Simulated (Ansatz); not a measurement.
# Phonons of TaN (P-6m2) against volume, part 2 of 2

Wanted: mode Grüneisen parameters of TaN (P-6m2).

Ansatz 0.2.0; DFT r2SCAN, scalar-relativistic, plane waves, PAW.

So far, highest frequency on path, mesh or solved points (cm⁻¹): step 2 (the dispersion) 635.

## 4. Phonons at the other volume, volume ratio 0.97

The phonons are repeated at this volume on the same meshes, so that differences come from the volume alone.

input.yaml

```yaml
crystal:
  lattice:
    - [2.9046473742, 0.0, 0.0]
    - [-1.4523236871, 2.5154984151, 0.0]
    - [0.0, 0.0, 2.8589374236]
  atoms:
    - { symbol: Ta, position: [0.3333333333, 0.6666666667, 0.5] }
    - { symbol: "N", position: [0.0, 0.0, 0.0] }
kpoints:
  mp_grid: { grid: [16, 16, 16] }
hamiltonian:
  xc: r2scan
scf:
  occupations: { method: methfessel_paxton, width: 0.15 }
output:
  eigenvalues: true
phonons:
  method: dfpt
  qmesh: [2, 2, 2]
  temperatures: { t_max: 1000, t_step: 50 }
  qpath:
    path:
      - [[0.0, 0.0, 0.0], [0.5, 0.0, 0.0], [0.33333333, 0.33333333, 0.0], [0.0, 0.0, 0.0], [0.0, 0.0, 0.5], [0.5, 0.0, 0.5], [0.33333333, 0.33333333, 0.5], [0.0, 0.0, 0.5]]
      - [[0.5, 0.0, 0.5], [0.5, 0.0, 0.0]]
      - [[0.33333333, 0.33333333, 0.5], [0.33333333, 0.33333333, 0.0]]
    npoints: 10
```

Launch:

```bash
> ansatz run input.yaml --threads 4 --pin off --max-ram 7168MiB --backend cpu --events-out ev --progress --plain --runs-dir out
```

Log:

```text
[...]
Crystal: 2 atoms, lattice volume = 20.889 Å³
Basis set: ecut = 500 eV, 539 PW (Γ), exchange–correlation on 120×120×120 points (125 copies of the dense FFT grid, shifted against one another)
Bands: 13, of which v1, the nominal top of the filled ones, is band 9 counted from 1 (8 counted from 0)
Symmetry: 12 space group operations
k-points: 1098 of 4096 (irreducible under 2 space group operations, time reversal used)
[...]
SCF iter   1: F=—  HF=-10331.671280 eV  |F-HF|=—  |Δ(HF+E_count)|=         —  Δρ=1.15e-2  dr2=9.53e-3  dr2_τ=1.33e-1  ethr=1.77e-3  ⟨swp⟩=5.7  Hψ=75506  notcnv=0
[...]
SCF iter  10: F=-10331.781220 eV  HF=-10331.781220 eV  |F-HF|=7.28e-12  |Δ(HF+E_count)|=  7.28e-12  S|Δr|=    0.00e0  Δρ=2.70e-8  dr2=8.14e-14  dr2_τ=2.13e-14  ethr=1.00e-12  ⟨swp⟩=6.2  Hψ=62465  notcnv=0
SCF 1 converged in 10 iterations: F = -10331.781220 eV  dr2 = 8.14e-14
[...]
Basis set: ecut = 500 eV, 539 PW (Γ), exchange–correlation on 96×96×96 points (64 copies of the dense FFT grid, shifted against one another)
k-points: 270 of 4096 (time reversal used)
[...]
SCF iter   4: F=-10331.781227 eV  HF=-10331.781227 eV  |F-HF|=5.46e-12  |Δ(HF+E_count)|=  3.64e-12  S|Δr|=    0.00e0  Δρ=1.96e-7  dr2=8.45e-12  dr2_τ=1.75e-12  ethr=1.00e-12  ⟨swp⟩=2.2  Hψ=9114  notcnv=0
SCF 2 converged in 4 iterations: F = -10331.781227 eV  dr2 = 8.45e-12
[...]
NSCF: frozen V_eff on 270 k-points
[...]
SCF converged after 10 iterations
[...]
Free energy (F): -10331.781220 eV
[...]
Internal energy: -10331.781240 eV  (E = F + TS)
E sigma→0 (E₀):  -10331.781225 eV
Entropy (-TS):   0.000021 eV (0.010 meV/atom)
Fermi energy:    20.915129 eV
[...]
--- Band table (eV; the first three rows and the last of 1098) ---
  k-point 0: bands = [... 5 lower, 15.9668, 15.9668, 16.3740, 17.6958, 23.6395, 24.7818, 24.7818, 25.3404]
  k-point 1: bands = [... 5 lower, 16.0011, 16.0011, 16.0224, 17.9994, 23.7858, 24.1693, 24.1693, 25.8019]
  k-point 2: bands = [... 5 lower, 15.2814, 16.0995, 16.0995, 18.6417, 23.3190, 23.3190, 24.1862, 26.1936]
  k-point 1097: bands = [... 5 lower, 12.8293, 13.6597, 16.4666, 19.6727, 25.5153, 26.2554, 27.3341, 28.7427]
[...]
ASR residual: 5.318e-4 → 0.000e0 eV/Å²; symmetrization residual: 8.642e-7 eV/Å²
  ASR residual per site (eV/Å²): 3.77e-5 5.32e-4
  Γ frequencies (cm⁻¹): 0.00 0.00 0.00 558.23 558.23 585.83
--- Phonons (arbitrary-q DFPT): 4 irreducible q on the 2×2×2 mesh ---
[...]
interpolated dispersion: 93 rows × 6 modes
[...]
```

It took 6.3 min on 4 threads of Arm Neoverse V2, shared host; peak memory 1.5 GiB.

Read from the output:

```yaml
sum_rule_residual_before_enforcement: 5.32e-4 eV/Å²
highest_frequency_on_path_mesh_or_solved_points: 670.1 cm⁻¹
mean_frequency: 402.3 cm⁻¹
highest_optical_mode_at_the_zone_centre_no_lo_to_term: 585.8 cm⁻¹
lowest_optical_zone_centre_mode: 558.2 cm⁻¹
lowest_mode_on_the_q_mesh_acoustic_modes_at_gamma_apart: 158.6 cm⁻¹
edges_of_the_widest_gap_between_branches_on_path_and_mesh: 300.9, 514.3 cm⁻¹
```

Frequencies (cm⁻¹) solved at each irreducible wavevector; negative means imaginary. Frequencies by wavevector, by row:

| q in reciprocal lattice units | star | mode 1 | mode 2 | mode 3 | mode 4 | mode 5 | mode 6 |
| --- | --- | --- | --- | --- | --- | --- | --- |
| 0 0 0 | 1 | 0 | 0 | 0 | 558.2 | 558.2 | 585.8 |
| 0 0 -0.5 | 1 | 158.6 | 158.6 | 300.9 | 514.3 | 514.3 | 670.1 |
| 0 -0.5 0 | 3 | 186.2 | 187.9 | 284.1 | 555.3 | 595 | 626.3 |
| 0 -0.5 -0.5 | 3 | 207.4 | 249.3 | 254.7 | 584.1 | 626.6 | 631.9 |

The highest optical mode at the zone centre (no LO-TO term) is 585.8 cm⁻¹, +38.0 cm⁻¹ against the base run.

## 5. Relaxing at another volume, volume ratio 1.03

The volume is scaled by 1.03 and held, while shape and atoms relax as far as symmetry allows. The modes can then be followed against volume.

input.yaml

```yaml
crystal:
  lattice:
    - [2.9651499697, 0.0, 0.0]
    - [-1.4825749848, 2.5678951998, 0.0]
    - [0.0, 0.0, 2.9131553522]
  atoms:
    - { symbol: Ta, position: [0.3333333333, 0.6666666667, 0.5] }
    - { symbol: "N", position: [0.0, 0.0, 0.0] }
kpoints:
  mp_grid: { grid: [15, 15, 16] }
hamiltonian:
  xc: r2scan
scf:
  occupations: { method: methfessel_paxton, width: 0.15 }
output:
  forces: true
  stress: true
  eigenvalues: true
relax:
  adjacent_minimum: "off"
  f_tol: 0.001
  max_steps: 60
  cell: { stress_tol: 0.01, fix: [volume] }
```

Log:

```text
[...]
Crystal: 2 atoms, lattice volume = 22.181 Å³
Basis set: ecut = 500 eV, 575 PW (Γ), exchange–correlation on 96×96×96 points (64 copies of the dense FFT grid, shifted against one another)
Bands: 13, of which v1, the nominal top of the filled ones, is band 9 counted from 1 (8 counted from 0)
Symmetry: 12 space group operations
[...]
k-points: 243 of 3600 (time reversal used)
[...]
k-point 242: bands = [... 5 lower, 11.3444, 12.8327, 15.4360, 19.0235, 24.0495, 24.4805, 26.2783, 27.3066]
--- Relaxed structure (3 steps of the walk, 2 accepted, 1 SCFs on fresh bases) ---
[...]
cell:  # Å, volume = 22.1813 Å³
    - [2.966876, -2.888430e-11, 0.0]
    - [-1.483438, 2.569390, 0.0]
    - [0.0, 0.0, 2.909768]
  atoms:
    - { symbol: Ta, position: [0.333333, 0.666667, 0.5] }
    - { symbol: N, position: [0.0, -2.775558e-17, 0.0] }
[key lines of the parts left out:]
SCF converged after 6 iterations
Free energy (F): -10331.783596 eV
Fermi energy:    19.604129 eV
P = ⅓ Tr σ = -9.9650 GPa (-99.650 kbar)
```

It took 15 s on 4 threads; peak memory 0.49 GiB; 59 s of CPU time.

Step by step:

| step | energy less that of the first step (eV) | largest force component (eV/Å) | pressure (GPa) | volume (Å³) |
| --- | --- | --- | --- | --- |
| 1 | 0.0000 | 0.0000 | -10.01 | 22.18 |
| 2 | 0.0004 | 0.0000 | -9.86 | 22.18 |
| 3 | -0.0001 | 0.0000 | -9.97 | 22.18 |
| 4* | -0.0001 | 0.0000 | -9.97 | 22.18 |

Relaxation steps marked * repeat the geometry before them on a plane-wave basis chosen anew for their cell, so energy and pressure can jump there. Relaxation step 2 was tried and not accepted.

The run keeps the 12 symmetry operations that the program found, so distortions that break them were not tested.

| conventional cell, symmetrised | before | after | change |
| --- | --- | --- | --- |
| a (Å) | 2.965 | 2.967 | +0.1 % |
| b (Å) | 2.965 | 2.967 | +0.1 % |
| c (Å) | 2.913 | 2.910 | -0.1 % |
| volume (Å³/atom) | 11.09 | 11.09 | +0.0 % |

Final coordinates:

```cif
data_structure
_symmetry_space_group_name_H-M 'P 1'
_symmetry_Int_Tables_number 1
_cell_length_a 2.9669
_cell_length_b 2.9669
_cell_length_c 2.9098
_cell_angle_alpha 90.000
_cell_angle_beta 90.000
_cell_angle_gamma 120.000
_cell_volume 22.18
loop_
_atom_site_label
_atom_site_type_symbol
_atom_site_fract_x
_atom_site_fract_y
_atom_site_fract_z
_atom_site_occupancy
Ta1 Ta 0.33333 0.66667 0.50000 1
N2 N 0.00000 0.00000 0.00000 1
```

Numbers from this step:

```
pressure        : -9.965 GPa
volume per atom : 11.09 Å³
```

The cell grew by 0.0 % in volume.

## 6. Phonons at the other volume, volume ratio 1.03

The phonons are repeated at this volume on the same meshes, so that differences come from the volume alone.

input.yaml

```yaml
crystal:
  lattice:
    - [2.9668755668, 0.0, 0.0]
    - [-1.4834377834, 2.5693896107, 0.0]
    - [0.0, 0.0, 2.9097676331]
  atoms:
    - { symbol: Ta, position: [0.3333333333, 0.6666666667, 0.5] }
    - { symbol: "N", position: [0.0, 0.0, 0.0] }
kpoints:
  mp_grid: { grid: [16, 16, 16] }
hamiltonian:
  xc: r2scan
scf:
  occupations: { method: methfessel_paxton, width: 0.15 }
output:
  eigenvalues: true
phonons:
  method: dfpt
  qmesh: [2, 2, 2]
  temperatures: { t_max: 1000, t_step: 50 }
  qpath:
    path:
      - [[0.0, 0.0, 0.0], [0.5, 0.0, 0.0], [0.33333333, 0.33333333, 0.0], [0.0, 0.0, 0.0], [0.0, 0.0, 0.5], [0.5, 0.0, 0.5], [0.33333333, 0.33333333, 0.5], [0.0, 0.0, 0.5]]
      - [[0.5, 0.0, 0.5], [0.5, 0.0, 0.0]]
      - [[0.33333333, 0.33333333, 0.5], [0.33333333, 0.33333333, 0.0]]
    npoints: 10
```

Log:

```text
[...]
Crystal: 2 atoms, lattice volume = 22.181 Å³
Basis set: ecut = 500 eV, 575 PW (Γ), exchange–correlation on 120×120×120 points (125 copies of the dense FFT grid, shifted against one another)
Bands: 13, of which v1, the nominal top of the filled ones, is band 9 counted from 1 (8 counted from 0)
Symmetry: 12 space group operations
[...]
k-point 1097: bands = [... 5 lower, 11.9606, 12.5729, 15.2235, 18.3455, 23.7138, 24.5165, 25.4440, 26.8451]
[...]
ASR residual: 1.173e-3 → 0.000e0 eV/Å²; symmetrization residual: 1.227e-6 eV/Å²
  ASR residual per site (eV/Å²): 1.10e-4 1.17e-3
  Γ frequencies (cm⁻¹): 0.00 0.00 0.00 504.00 504.00 511.22
--- Phonons (arbitrary-q DFPT): 4 irreducible q on the 2×2×2 mesh ---
[...]
interpolated dispersion: 93 rows × 6 modes
[...]
[key lines of the parts left out:]
SCF converged after 10 iterations
Free energy (F): -10331.783511 eV
Fermi energy:    19.580162 eV
```

Wall time 6.4 min (4 threads); peak memory 1.6 GiB; 25 min of CPU time.

This step gave:

| Property | Result |
| --- | --- |
| sum-rule residual before enforcement | 0.001173 eV/Å² |
| highest frequency on path, mesh or solved points | 601.9 cm⁻¹ |
| mean frequency | 364.1 cm⁻¹ |
| highest optical mode at the zone centre (no LO-TO term) | 511.2 cm⁻¹ |
| lowest optical zone-centre mode | 504 cm⁻¹ |
| lowest mode on the q mesh (acoustic modes at Γ apart) | 142.9 cm⁻¹ |
| edges of the widest gap between branches, on path and mesh | 277.1, 463.3 cm⁻¹ |

Frequencies (cm⁻¹) solved at each irreducible wavevector; negative means imaginary. Frequencies by wavevector, by row:

| q in reciprocal lattice units | star | mode 1 | mode 2 | mode 3 | mode 4 | mode 5 | mode 6 |
| --- | --- | --- | --- | --- | --- | --- | --- |
| 0 0 0 | 1 | 0 | 0 | 0 | 504 | 504 | 511.2 |
| 0 0 -0.5 | 1 | 142.9 | 142.9 | 277.1 | 463.3 | 463.3 | 601.9 |
| 0 -0.5 0 | 3 | 170.1 | 171.9 | 257 | 504.7 | 523.6 | 573.9 |
| 0 -0.5 -0.5 | 3 | 189 | 224.7 | 235.8 | 533.1 | 559.1 | 579.7 |

The highest optical mode at the zone centre (no LO-TO term) is 511.2 cm⁻¹, -36.6 cm⁻¹ against the base run.

## 7. Grüneisen parameters

The Grüneisen parameter of a mode is minus the logarithmic change of its frequency with volume, −d ln ω / d ln V; weighted by heat capacity it gives the expansion.

Numbers from this step:

- bulk modulus: 360.6 GPa

Phonon branches along the path, in cm⁻¹:

| point | branch 1 | branch 2 | branch 3 | branch 4 | branch 5 | branch 6 |
| --- | --- | --- | --- | --- | --- | --- |
| Γ | 0 | 0 | 0 | 530 | 530 | 548 |
| halfway | 126 | 127 | 194 | 530 | 553 | 565 |
| M | 179 | 179 | 270 | 530 | 559 | 600 |
| halfway | 184 | 203 | 263 | 544 | 559 | 591 |
| K | 191 | 241 | 242 | 560 | 570 | 571 |
| halfway | 141 | 151 | 210 | 534 | 555 | 570 |
| Γ | 0 | 0 | 0 | 530 | 530 | 548 |
| halfway | 102 | 102 | 206 | 511 | 511 | 592 |
| A | 151 | 151 | 289 | 488 | 488 | 635 |
| halfway | 176 | 199 | 267 | 524 | 550 | 614 |
| L | 198 | 237 | 245 | 558 | 592 | 605 |
| halfway | 208 | 234 | 242 | 571 | 589 | 603 |
| H | 225 | 226 | 239 | 586 | 592 | 594 |
| halfway | 185 | 206 | 262 | 536 | 561 | 609 |
| A | 151 | 151 | 289 | 488 | 488 | 635 |
| jump to L | 198 | 237 | 245 | 558 | 592 | 605 |
| halfway | 189 | 215 | 254 | 544 | 576 | 602 |
| M | 179 | 179 | 270 | 530 | 559 | 600 |
| jump to H | 225 | 226 | 239 | 586 | 592 | 594 |
| halfway | 216 | 234 | 234 | 573 | 581 | 582 |
| K | 191 | 241 | 242 | 560 | 570 | 571 |

The same for volume x 0.97:

| point | branch 1 | branch 2 | branch 3 | branch 4 | branch 5 | branch 6 |
| --- | --- | --- | --- | --- | --- | --- |
| Γ | 0 | 0 | 0 | 558 | 558 | 586 |
| M | 186 | 188 | 284 | 555 | 595 | 626 |
| K | 200 | 252 | 254 | 596 | 596 | 597 |
| Γ | 0 | 0 | 0 | 558 | 558 | 586 |
| A | 159 | 159 | 301 | 514 | 514 | 670 |
| L | 207 | 249 | 255 | 584 | 627 | 632 |
| H | 236 | 238 | 248 | 618 | 621 | 621 |
| A | 159 | 159 | 301 | 514 | 514 | 670 |
| L | 207 | 249 | 255 | 584 | 627 | 632 |
| M | 186 | 188 | 284 | 555 | 595 | 626 |
| H | 236 | 238 | 248 | 618 | 621 | 621 |
| K | 200 | 252 | 254 | 596 | 596 | 597 |

The same for volume x 1.03:

| point | branch 1 | branch 2 | branch 3 | branch 4 | branch 5 | branch 6 |
| --- | --- | --- | --- | --- | --- | --- |
| Γ | 0 | 0 | 0 | 504 | 504 | 511 |
| M | 170 | 172 | 257 | 505 | 524 | 574 |
| K | 181 | 230 | 230 | 525 | 546 | 546 |
| Γ | 0 | 0 | 0 | 504 | 504 | 511 |
| A | 143 | 143 | 277 | 463 | 463 | 602 |
| L | 189 | 225 | 236 | 533 | 559 | 580 |
| H | 214 | 214 | 230 | 554 | 567 | 568 |
| A | 143 | 143 | 277 | 463 | 463 | 602 |
| L | 189 | 225 | 236 | 533 | 559 | 580 |
| M | 170 | 172 | 257 | 505 | 524 | 574 |
| H | 214 | 214 | 230 | 554 | 567 | 568 |
| K | 181 | 230 | 230 | 525 | 546 | 546 |

The first set of phonon branches as a text plot (rows in cm⁻¹):

```
    656 |
    628 |                       *****            ****
    600 |     ****             *     ************    ********
    572 |   **  *********    **       *  *** ****     ***********
    544 |******* **  ********       *****       **   *****
    517 |********         ******    **           ***      *
    489 |                       ****               **
    461 |
    433 |
    405 |
    377 |
    349 |
    321 |
    293 |                        ***               **
    265 |     *****  *          *   ***         ***     ***
    237 |    *     ** *        *       *********     ***   ******
    209 |         *  * *             ** *********    *  *     **
    181 |   * ********* *     *     ****        ***   *****     *
    154 |  * *         * *      ****              ***
    126 |   *           *    * *
     98 | **             **   *
     70 |                 *  *
     42 |**                 *
     14 |*                 **
         Γ     M   K       Γ     A      L   H      A|L   M|H    K
```

Mode Grueneisen parameter -dln(w)/dln(V), modes matched by rank; at Γ the acoustic branches take the value of a neighbouring point of the path. Mode grüneisen parameters along the path, in :

| point | branch 1 | branch 2 | branch 3 | branch 4 | branch 5 | branch 6 |
| --- | --- | --- | --- | --- | --- | --- |
| Γ | 1.62 | 1.18 | 1.61 | 1.70 | 1.70 | 2.27 |
| halfway | 1.64 | 1.26 | 1.64 | 1.65 | 2.20 | 1.57 |
| M | 1.51 | 1.48 | 1.67 | 1.59 | 2.13 | 1.46 |
| halfway | 1.66 | 1.45 | 1.65 | 1.55 | 2.12 | 1.46 |
| K | 1.67 | 1.53 | 1.65 | 2.11 | 1.48 | 1.50 |
| halfway | 1.64 | 1.35 | 1.65 | 1.63 | 2.18 | 1.54 |
| Γ | 1.62 | 1.22 | 1.64 | 1.70 | 1.70 | 2.27 |
| halfway | 1.75 | 1.75 | 1.34 | 1.72 | 1.72 | 2.00 |
| A | 1.74 | 1.74 | 1.37 | 1.74 | 1.74 | 1.79 |
| halfway | 1.62 | 1.75 | 1.30 | 1.61 | 1.56 | 1.84 |
| L | 1.55 | 1.73 | 1.28 | 1.52 | 1.90 | 1.44 |
| halfway | 1.59 | 1.71 | 1.27 | 1.49 | 1.91 | 1.44 |
| H | 1.58 | 1.73 | 1.26 | 1.82 | 1.52 | 1.48 |
| halfway | 1.62 | 1.74 | 1.29 | 1.58 | 1.53 | 1.85 |
| A | 1.74 | 1.74 | 1.37 | 1.74 | 1.74 | 1.79 |
| jump to L | 1.55 | 1.73 | 1.28 | 1.52 | 1.90 | 1.44 |
| halfway | 1.46 | 1.42 | 1.69 | 1.55 | 2.01 | 1.45 |
| M | 1.51 | 1.48 | 1.67 | 1.59 | 2.13 | 1.46 |
| jump to H | 1.58 | 1.73 | 1.26 | 1.82 | 1.52 | 1.48 |
| halfway | 1.41 | 1.61 | 1.63 | 1.98 | 1.49 | 1.48 |
| K | 1.67 | 1.53 | 1.65 | 2.11 | 1.48 | 1.50 |

The mode Grüneisen parameters as a text plot (rows in , shown from 1.2 to 2.2 only):

```
   2.23 |                 * *
   2.19 |   *          *
   2.14 |    *****    *      *
   2.10 |               *     *                          **    **
   2.06 |                                               *
   2.01 |  *       * *                                        *
   1.97 |         *      *                             *
   1.93 |                      *                      *      *
   1.89 |           *    *            * ****  *      *      *
   1.84 |                       *   **          **         *
   1.80 |  *                     ***           *  ***
   1.76 |           *       *************   **  *****
   1.71 |*                 ****** **   * **    *   * ***   *
   1.67 | *****************         *      ****   **    ***  * **
   1.63 |*****    **********        ** *   ********      **   **
   1.58 |   ****** *  *               *   *     **      *******
   1.54 |     *   * *  *             *****     **    ***    *  **
   1.50 |    ***   ****               *  ***  **     ****  ******
   1.46 |     *****   *                 * ****       ****** *
   1.41 |       **                       *              *
   1.37 |    *         *       *****               **  * **  *
   1.33 |                    **     *             *   *
   1.28 |               *   *        ******    ***   *
   1.24 |  **            * *               ****            *
         Γ     M   K       Γ     A      L   H      A|L   M|H    K
```

## 8. Summary of results

```json
{
 "bulk modulus": "361 GPa"
}
```

No expansion is given, because the q mesh is too coarse for sums over the spectrum. The highest optical mode at Γ goes from 586 to 511 cm⁻¹ as the cell grows, a Grüneisen parameter of 2.27. Mode parameters on the path run from 1.2 to 2.3, with a median of 1.6. Branches are matched by rank, so values near crossings are rough. The q mesh stands for a supercell only 5.8 Å across, so branches between the solved wavevectors are rough. With no gap, or one that is small against the smearing, the frequencies hang on the k mesh and the smearing, most of all near Kohn anomalies. Spin-orbit coupling is left out, which can matter for the heavy elements here. A phonon run warned that its eigensolver left some bands unconverged in a pass.

[Long decimals in the printed logs are rounded to 6 places.]

[Logs are printed without paths, hosts, clocks, repeated set-up lines and the standing remarks that a program may print on its own settings, such as how far it seeks lower states.]

[Hosts, paths, dates, database ids (printed as entryN), source tags and the programs' standing remarks are cut or masked in the printed files.]

[Where the starting crystal was built by hand or by swapping elements, it need not be the compound's stable phase.]
